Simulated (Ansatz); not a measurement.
# Band gap of NaCl (Halite) from density functionals to GW

What gap does each level of theory give for NaCl (Halite), and in what time?

Calculated with Ansatz 0.2.0; density functionals, hybrids and G0W0, plane waves, PAW.

This is a report of a sequence of runs, with most program output left out.

In doubt: masses and optical values from hybrid runs of this build are listed as unsure (step 8), which bears on the screening that GW takes from such a start.

## Step 1: Starting point

It takes space group Fm-3m (No. 225, cubic). The conventional cell has a = 5.640 Å, b = 5.640 Å, c = 5.640 Å, α = 90.00°, β = 90.00°, γ = 90.00°. Nearest to Na lie 6 Cl at 2.82 Å. Nearest to Cl lie 6 Na at 2.82 Å. Farther neighbours and most contacts between anions are not listed.

The cell and positions come from the Crystallography Open Database and are kept as given unless a step says otherwise. The default PAW set here is soft_2. Its files were made with PBE.

## Step 2: LDA on the 8×8×8 mesh

This step: DFT, LDA, plane waves, PAW.

Input file input.yaml:

```yaml
crystal:
  lattice:
    - [0.0, 2.82005, 2.82005]
    - [2.82005, 0.0, 2.82005]
    - [2.82005, 2.82005, 0.0]
  atoms:
    - { symbol: Na, position: [0.0, 0.0, 0.0] }
    - { symbol: Cl, position: [0.5, 0.5, 0.5] }
kpoints:
  mp_grid: { grid: [8, 8, 8] }
  band_path:
    path:
      - [0.0, 0.0, 0.0]
      - [0.5, 0.0, 0.5]
      - [0.625, 0.25, 0.625]
      - [0.375, 0.375, 0.75]
      - [0.5, 0.5, 0.5]
      - [0.5, 0.25, 0.75]
    npoints: 1
hamiltonian:
  xc: lda
scf:
  occupations: { method: fixed }
  n_extra_bands: 4
output:
  eigenvalues: true
```

Started as:

```
> ansatz run input.yaml --threads 3 --pin off --max-ram 92160MiB --backend cuda --events-out ev --progress --plain --runs-dir out --devices 1 --max-vram 13GiB
```

The job ended after 10 s (1 × NVIDIA H100 80GB HBM3 (shared by 6 runs) with 3 threads of AMD EPYC 7R13 (Zen 3), shared host; peak memory 0.82 GiB).

This step gave:

| Item | Value |
| --- | --- |
| gap | 4.692 eV |
| valence top at | Γ |
| conduction bottom at | Γ |
| least direct gap | 4.692 eV |

Over mesh and listed points the gap is 4.692 eV, direct, at k = Γ.

## Step 3: PBE on the 8×8×8 mesh

Levels along a band path and on the mesh show where this functional puts the band edges.

This step: DFT, PBE, plane waves, PAW.

Input file input.yaml:

```yaml
crystal:
  lattice:
    - [0.0, 2.82005, 2.82005]
    - [2.82005, 0.0, 2.82005]
    - [2.82005, 2.82005, 0.0]
  atoms:
    - { symbol: Na, position: [0.0, 0.0, 0.0] }
    - { symbol: Cl, position: [0.5, 0.5, 0.5] }
kpoints:
  mp_grid: { grid: [8, 8, 8] }
  band_path:
    path:
      - [[0.0, 0.0, 0.0], [0.5, 0.0, 0.5], [0.625, 0.25, 0.625]]
      - [[0.375, 0.375, 0.75], [0.0, 0.0, 0.0], [0.5, 0.5, 0.5], [0.5, 0.25, 0.75], [0.5, 0.0, 0.5]]
    npoints: 10
hamiltonian:
  xc: pbe
scf:
  occupations: { method: fermi_dirac, width: 0.02 }
  n_extra_bands: 4
output:
  eigenvalues: true
  write_density: true
  write_potential: true
  elf: true
  volumetric_format: npy
```

The job ended after 6 s (1 × NVIDIA H100 80GB HBM3 (shared by 6 runs) with 3 threads; peak memory 0.88 GiB).

Numbers from this step:

| Property | Result |
| --- | --- |
| filled bands | 8 |
| gap | 5.107 eV |
| valence top at | Γ |
| conduction bottom at | Γ |
| least direct gap | 5.107 eV |

Over mesh and path the gap is 5.107 eV, direct, at k = Γ. PBE against LDA: 5.107 − 4.692 = +0.415 eV, with the same mesh, files and cutoff, and both edges at the same k points.

## Step 4: HSE06 on the 4×4×4 mesh

HSE06 mixes in a quarter of exact exchange at short range.

This step: DFT, HSE06, plane waves, PAW.

input.yaml, the sections that differ from step 3:

```yaml
kpoints:
  mp_grid: { grid: [4, 4, 4] }
  band_path:
    path:
      - [0.0, 0.0, 0.0]
      - [0.5, 0.0, 0.5]
      - [0.625, 0.25, 0.625]
      - [0.375, 0.375, 0.75]
      - [0.5, 0.5, 0.5]
      - [0.5, 0.25, 0.75]
    npoints: 1
hamiltonian:
  xc: hse06
scf:
  occupations: { method: fixed }
  n_extra_bands: 4
# crystal, output: as in step 3
```

It took 7.5 s on 1 × NVIDIA H100 80GB HBM3 (shared by 6 runs) with 3 threads; peak memory 1 GiB.

This step gave:

```
gap                     : 6.482 eV
valence top at          : Γ
conduction bottom at    : Γ
least direct gap        : 6.482 eV
exact-exchange fraction : 0.25
```

Over mesh and listed points the gap is 6.482 eV, direct, at k = Γ. HSE06 against PBE: 6.482 − 5.107 = +1.375 eV. The runs also differ in mesh (8×8×8 and 4×4×4), so how much of this comes from the functional alone is not known.

## Step 5: PBE0 on the 4×4×4 mesh

PBE0 mixes in a quarter of exact exchange at all distances.

This step: DFT, PBE0, plane waves, PAW.

input.yaml, as its differences from that of step 4:

```diff
@@ -20,3 +20,3 @@
 hamiltonian:
-  xc: hse06
+  xc: pbe0
 scf:
```

Wall time 9.8 s (1 × NVIDIA H100 80GB HBM3 (shared by 6 runs) with 3 threads); peak memory 1 GiB; 9.6 s of CPU time.

This step gave:

| Quantity | Value |
| --- | --- |
| gap | 7.209 eV |
| valence top at | Γ |
| conduction bottom at | Γ |
| least direct gap | 7.209 eV |
| exact-exchange fraction | 0.25 |

Over mesh and listed points the gap is 7.209 eV, direct, at k = Γ. PBE0 against HSE06: 7.209 − 6.482 = +0.727 eV, with the same mesh, files and cutoff, and both edges at the same k points.

## Step 6: DDH-PBE0 on the 4×4×4 mesh

The input asks for a share of exact exchange of one over the crystal's ε∞, which the program works out first.

This step: DFT, dielectric-dependent PBE0 (fraction 1/eps_inf of PBE), plane waves, PAW.

input.yaml, the sections that differ from step 5:

```yaml
crystal:
  lattice:
    - [0.0, 2.82005, 2.82005]
    - [2.82005, 0.0, 2.82005]
    - [2.82005, 2.82005, 0.0]
  atoms:
    - { symbol: Na, position: [0.0, 0.0, 0.0] }
    - { symbol: Cl, position: [0.5, 0.5, 0.5] }
  host: atoms
hamiltonian:
  xc:
    exchange: pbe
    correlation: pbe
    exx: { coeff: inverse_dielectric }
output:
  eigenvalues: true
# kpoints, scf: as in step 5
```

Wall time 19 s (1 × NVIDIA H100 80GB HBM3 (shared by 6 runs) with 3 threads); peak memory 1.1 GiB.

This step gave:

| Quantity | Value |
| --- | --- |
| gap | 8.489 eV |
| valence top at | Γ |
| conduction bottom at | Γ |
| least direct gap | 8.489 eV |
| exact-exchange fraction | 0.3993 |

Over mesh and listed points the gap is 8.489 eV, direct, at k = Γ. DDH-PBE0 against PBE0: 8.489 − 7.209 = +1.280 eV, with the same mesh, files and cutoff, and both edges at the same k points.

## Step 7: G0W0@PBE, 6×6×6 mesh, 288 empty bands, screening to 200 eV

G0W0 replaces the xc potential by a self-energy built once from the orbitals of the start. Levels are corrected in the window of bands that the input names, at points of the mesh.

This step: G0W0 on PBE, plane waves, PAW.

Input file input.yaml:

```yaml
crystal:
  lattice:
    - [0.0, 2.82005, 2.82005]
    - [2.82005, 0.0, 2.82005]
    - [2.82005, 2.82005, 0.0]
  atoms:
    - { symbol: Na, position: [0.0, 0.0, 0.0] }
    - { symbol: Cl, position: [0.5, 0.5, 0.5] }
kpoints:
  mp_grid: { grid: [6, 6, 6] }
hamiltonian:
  xc: pbe
scf:
  occupations: { method: fixed }
gw:
  n_empty_bands: 288
  ecut_chi: 200.0
  qp_bands: [v2, c2]
  qp_kpoints: band_edges
  screening: { model: contour_deformation }
```

Elapsed: 18 s, on 1 × NVIDIA H100 80GB HBM3 (shared by 6 runs) with 3 threads; peak memory 1.4 GiB.

This step gave:

* bands summed: 296
* RPA ε∞ on this mesh (eigenvalues): 2.338, 2.338, 2.338
* plane waves in the screening matrix: 283
* G0W0 gap over the corrected points: 7.946 eV
* k of the valence top: 0, 0, 0
* k of the conduction bottom: 0, 0, 0
* starting gap on the mesh: 5.107 eV
* Z at the valence top: 0.7976
* Z at the conduction bottom: 0.8592
* least direct G0W0 gap over the corrected points: 7.946 eV

Over 13 of 16 irreducible mesh points the G0W0 gap is 7.946 eV, direct, at k = Γ. The PBE gap of this run on the mesh is 5.107 eV. The two states that bound the G0W0 gap lie that far apart at the start, so the correction of the gap is 7.946 − 5.107 = +2.839 eV.

## Step 8: G0W0@HSE06, 6×6×6 mesh, 133 empty bands, screening to 120 eV

This step: G0W0 on HSE06, plane waves, PAW.

input.yaml, as its differences from that of step 7:

```diff
@@ -11,3 +11,3 @@
 hamiltonian:
-  xc: pbe
+  xc: hse06
 scf:
@@ -15,4 +15,4 @@
 gw:
-  n_empty_bands: 288
-  ecut_chi: 200.0
+  n_empty_bands: 133
+  ecut_chi: 120
   qp_bands: [v2, c2]
```

Wall time 39 s (1 × NVIDIA H100 80GB HBM3 (shared by 6 runs) with 3 threads); peak memory 1.3 GiB; 43 s of CPU time.

Numbers from this step:

```yaml
bands_summed: 141
rpa_eps_infinity_on_this_mesh_eigenvalues: 2.120, 2.120, 2.120
plane_waves_in_the_screening_matrix: 137
g0w0_gap_over_the_corrected_points: 8.475 eV
k_of_the_valence_top: 0, 0, 0
k_of_the_conduction_bottom: 0, 0, 0
starting_gap_on_the_mesh: 6.481 eV
z_at_the_valence_top: 0.8282
z_at_the_conduction_bottom: 0.8795
least_direct_g0w0_gap_over_the_corrected_points: 8.475 eV
```

Over 13 of 16 irreducible mesh points the G0W0 gap is 8.475 eV, direct, at k = Γ. The HSE06 gap of this run on the mesh is 6.481 eV. The two states that bound the G0W0 gap lie that far apart at the start, so the correction of the gap is 8.475 − 6.481 = +1.994 eV. G0W0@HSE06 against G0W0@PBE with 141 bands (a further run, in the table below): 8.475 − 7.812 = +0.663 eV, with the same mesh, files and cutoffs, and both edges at the same k points.

## Step 9: G0W0@LDA, 6×6×6 mesh, 133 empty bands, screening to 120 eV

This step: G0W0 on LDA, plane waves, PAW.

input.yaml, as its differences from that of step 8:

```diff
@@ -11,3 +11,3 @@
 hamiltonian:
-  xc: hse06
+  xc: lda
 scf:
```

It took 34 s on 1 × NVIDIA H100 80GB HBM3 (shared by 6 runs) with 3 threads; peak memory 1.1 GiB.

Numbers from this step:

| Property | Result |
| --- | --- |
| bands summed | 141 |
| RPA ε∞ on this mesh (eigenvalues) | 2.459, 2.459, 2.459 |
| plane waves in the screening matrix | 137 |
| G0W0 gap over the corrected points | 7.631 eV |
| k of the valence top | 0, 0, 0 |
| k of the conduction bottom | 0, 0, 0 |
| starting gap on the mesh | 4.692 eV |
| Z at the valence top | 0.7920 |
| Z at the conduction bottom | 0.8537 |
| least direct G0W0 gap over the corrected points | 7.631 eV |

Over 13 of 16 irreducible mesh points the G0W0 gap is 7.631 eV, direct, at k = Γ. The LDA gap of this run on the mesh is 4.692 eV. The two states that bound the G0W0 gap lie that far apart at the start, so the correction of the gap is 7.631 − 4.692 = +2.939 eV. G0W0@LDA against G0W0@HSE06 with 141 bands: 7.631 − 8.475 = −0.844 eV, with the same mesh, files and cutoffs, and both edges at the same k points.

## Step 10: Gap and time by level

Each gap is the least one over the points named; times are wall times on shared hosts, not benchmarks. A G0W0 time includes the run's own self-consistent start. Runs with listed points see these and the mesh alone, so an edge that moves elsewhere is missed. Rows marked * are further runs, not shown as steps, whose inputs differ from the G0W0 step on the same start in the columns given; solver thresholds can differ too.

```
     level   mesh       files, cutoff  bands summed, screening                            points  gap (eV)  valence top  conduction bottom  least direct gap (eV)   time
       LDA  8×8×8  soft_2 PAW, 420 eV                        -            mesh and listed points     4.692            Γ                  Γ                  4.692   10 s
       PBE  8×8×8  soft_2 PAW, 420 eV                        -                     mesh and path     5.107            Γ                  Γ                  5.107    6 s
     HSE06  4×4×4  soft_2 PAW, 420 eV                        -            mesh and listed points     6.482            Γ                  Γ                  6.482  7.5 s
      PBE0  4×4×4  soft_2 PAW, 420 eV                        -            mesh and listed points     7.209            Γ                  Γ                  7.209  9.8 s
  DDH-PBE0  4×4×4  soft_2 PAW, 420 eV                        -            mesh and listed points     8.489            Γ                  Γ                  8.489   19 s
 G0W0@PBE*  6×6×6  soft_2 PAW, 420 eV                55, 60 eV  13 of 16 irreducible mesh points     7.601            Γ                  Γ                  7.601   13 s
 G0W0@PBE*  6×6×6  soft_2 PAW, 420 eV              141, 120 eV  13 of 16 irreducible mesh points     7.812            Γ                  Γ                  7.812   16 s
  G0W0@PBE  6×6×6  soft_2 PAW, 420 eV              296, 200 eV  13 of 16 irreducible mesh points     7.946            Γ                  Γ                  7.946   18 s
 G0W0@PBE*  4×4×4  soft_2 PAW, 420 eV              141, 120 eV    7 of 8 irreducible mesh points     7.824            Γ                  Γ                  7.824   13 s
G0W0@HSE06  6×6×6  soft_2 PAW, 420 eV              141, 120 eV  13 of 16 irreducible mesh points     8.475            Γ                  Γ                  8.475   39 s
  G0W0@LDA  6×6×6  soft_2 PAW, 420 eV              141, 120 eV  13 of 16 irreducible mesh points     7.631            Γ                  Γ                  7.631   34 s
```

## Step 11: What came out

* LDA, over mesh and listed points: 4.692 eV
* PBE, over mesh and path: 5.107 eV
* HSE06, over mesh and listed points: 6.482 eV
* PBE0, over mesh and listed points: 7.209 eV
* DDH-PBE0, over mesh and listed points: 8.489 eV
* G0W0@PBE (296 bands, 6×6×6), over 13 of 16 irreducible mesh points: 7.946 eV
* G0W0@HSE06, over 13 of 16 irreducible mesh points: 8.475 eV
* G0W0@LDA, over 13 of 16 irreducible mesh points: 7.631 eV
* known limits: finite bands, screening cutoff and k mesh; no spin-orbit coupling in G0W0

What this shows: The rows run from 4.692 eV (LDA) to 8.489 eV (DDH-PBE0). They differ in mesh, bands and screening cutoff of G0W0 and the points over which the gap was sought as well as in level, so only pairs that share these are like for like. PBE against LDA: 5.107 − 4.692 = +0.415 eV, with the same mesh, files and cutoff, and both edges at the same k points. PBE0 against HSE06: 7.209 − 6.482 = +0.727 eV, with the same mesh, files and cutoff, and both edges at the same k points. DDH-PBE0 against PBE0: 8.489 − 7.209 = +1.280 eV, with the same mesh, files and cutoff, and both edges at the same k points. G0W0@HSE06 against G0W0@PBE with 141 bands: 8.475 − 7.812 = +0.663 eV, with the same mesh, files and cutoffs, and both edges at the same k points. G0W0@LDA against G0W0@HSE06 with 141 bands: 7.631 − 8.475 = −0.844 eV, with the same mesh, files and cutoffs, and both edges at the same k points. The dielectric-dependent hybrid took 0.399 of exact exchange, against 0.25 in PBE0. G0W0@PBE (296 bands, 6×6×6) moves the gap of its own start on the mesh by 7.946 − 5.107 = +2.839 eV, between the same two levels. Both edges that PBE shows over mesh and path lie at k points where levels were corrected. Levels at other points were not corrected, so a lower G0W0 gap elsewhere in the zone is not ruled out. G0W0@HSE06 moves the gap of its own start on the mesh by 8.475 − 6.481 = +1.994 eV, between the same two levels. Both edges that HSE06 shows over mesh and listed points lie at k points where levels were corrected. Levels at other points were not corrected, so a lower G0W0 gap elsewhere in the zone is not ruled out. G0W0@LDA moves the gap of its own start on the mesh by 7.631 − 4.692 = +2.939 eV, between the same two levels. Both edges that LDA shows over mesh and listed points lie at k points where levels were corrected. Levels at other points were not corrected, so a lower G0W0 gap elsewhere in the zone is not ruled out. For G0W0@PBE: from 55 bands and 60 eV to 296 bands and 200 eV the gap moves by 7.946 − 7.601 = +0.345 eV (rung by rung 7.601, 7.812, 7.946 eV); bands and screening cutoff rise together, so their parts are not told apart. A line in one over the bands through the two highest rungs gives 7.946 + (7.946 − 7.812) × 141 / (296 − 141) = 8.068 eV, and through the pair below 7.812 + (7.812 − 7.601) × 55 / (141 − 55) = 7.947 eV. The two differ by 0.121 eV, not under the 0.030 eV asked, so the law does not hold well over these rungs and the limit is not known. The other G0W0 rows are shown at one basis each (141 bands), so their distance from the limit is not known here. With the 4×4×4 mesh in place of the 6×6×6 mesh and all else as in the G0W0@PBE row with 141 bands, the gap differs by 7.824 − 7.812 = +0.012 eV, and that of the start by 5.106 − 5.107 = −0.001 eV. The G0W0 runs are scalar-relativistic. G0W0@PBE runs of this series with other atomic data on the same mesh, not shown as steps, give 7.801 eV (hard PAW, 700 eV, 141 bands, screening to 120 eV; the table's row with the same empty bands and screening cutoff has 7.812 eV); where bands and cutoffs differ too, the part of the files is not isolated.

[Paths, hosts, dates, memory and timing lines, banners, echoed tables and standing remarks are left out of the program output.]

[Logs are printed without paths, hosts, clocks, repeated set-up lines and the standing remarks that a program may print on its own settings, such as how far it seeks lower states.]

[Runs of the session that timed out or met a known fault of the program may be left out.]

[Cells called generated may have been cut or substituted from an entry of the Crystallography Open Database or the Materials Project.]

[Hosts, paths, dates, database ids (printed as entryN), source tags and the programs' standing remarks are cut or masked in the printed files.]

[Where an RPA ε∞ is given, it is that of the G0W0 mesh and is not shown converged in it. Names of k-points follow the symmetry that the program found, which can be lower than the space group named. Band edges on a path are those of the sampled points; other points can move an edge, and change direct to indirect where valleys lie close.]

[Hybrid gaps are those of their k-mesh and are not shown converged in it.]
